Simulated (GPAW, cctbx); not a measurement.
# What do these deviations say about the bonding?

Sc3Al3PdPt2, P-62m (no. 189), a = 6.9595 Å, b = 6.9595 Å, c = 3.8301 Å, α = 90.00°, β = 90.00°, γ = 120.00°.

```csv
atom,mult.,x,y,z
Pt1,2,1/3,2/3,0
Pd1,1,0,0,1/2
Sc1,3,0,0.5878,1/2
Al1,3,0,0.2513,0
```

The start was made by putting kin elements into a known structure type; the compound need not exist, or be stable, in this form.

Absolute values of the static structure factors of the conventional cell from DFT (PBE, GPAW) against free spherical atoms, in electrons:

```
hkl  d (Å)  free atoms  crystal
100  6.027       33.16    33.29
001  3.830       81.88    82.18
110  3.480      151.21   150.93
101  3.233       88.46    88.24
200  3.014        8.80     9.03
111  2.575      116.11   115.95
201  2.368      139.00   138.23
210  2.278       56.26    56.16
300  2.009      183.96   183.07
211  1.958       99.77    99.19
```

**Question.** Which way does charge move, and which reflections show it best?

Project each element's phase sum on the total phase. At low angle |F| should rise if density moves to atoms that scatter in phase and fall if it moves to atoms that scatter against it.

| hkl | Pt in phase | Pd in phase | Sc in phase | Al in phase | change (e) | (%) |
| --- | --- | --- | --- | --- | --- | --- |
| 100 | +1.0 | -1.0 | +0.7 | -1.0 | +0.13 | +0.4 |
| 001 | +2.0 | -1.0 | -3.0 | +3.0 | +0.30 | +0.4 |
| 110 | +2.0 | +1.0 | -1.1 | -1.2 | -0.29 | -0.2 |
| 101 | +1.0 | +1.0 | -0.7 | -1.0 | -0.22 | -0.3 |
| 200 | +1.0 | -1.0 | -1.9 | +1.0 | +0.23 | +2.7 |
| 111 | +1.8 | -0.9 | +2.0 | -0.1 | -0.16 | -0.1 |
| 201 | +1.0 | +1.0 | +1.9 | +1.0 | -0.77 | -0.6 |
| 210 | +0.7 | -0.7 | +1.2 | +2.1 | -0.10 | -0.2 |

Low-angle reflections that set elements apart and change by more than 0.05 e: 100, 001, 110, 101, 200, 111 and 210. The real-space density gives Voronoi charges Pt -0.10, Pd +0.14, Sc +0.09, Al -0.07 e. The signs that these charges predict hold for 100, 001, 101 and 200 and fail for 110, 111 and 210, so the simple rule can't give the direction here. The reflections see the density near the nuclei and the atoms' change of size and shape; Voronoi cells count what crosses the midplanes.

[Outputs are excerpts: Python notices, other lines and further rows are left out; steps that failed or that the build refused (PBEsol, TPSS) are not shown.]

[Logs are printed without paths, hosts, clocks, repeated set-up lines and the standing remarks that a program may print on its own settings, such as how far it seeks lower states.]
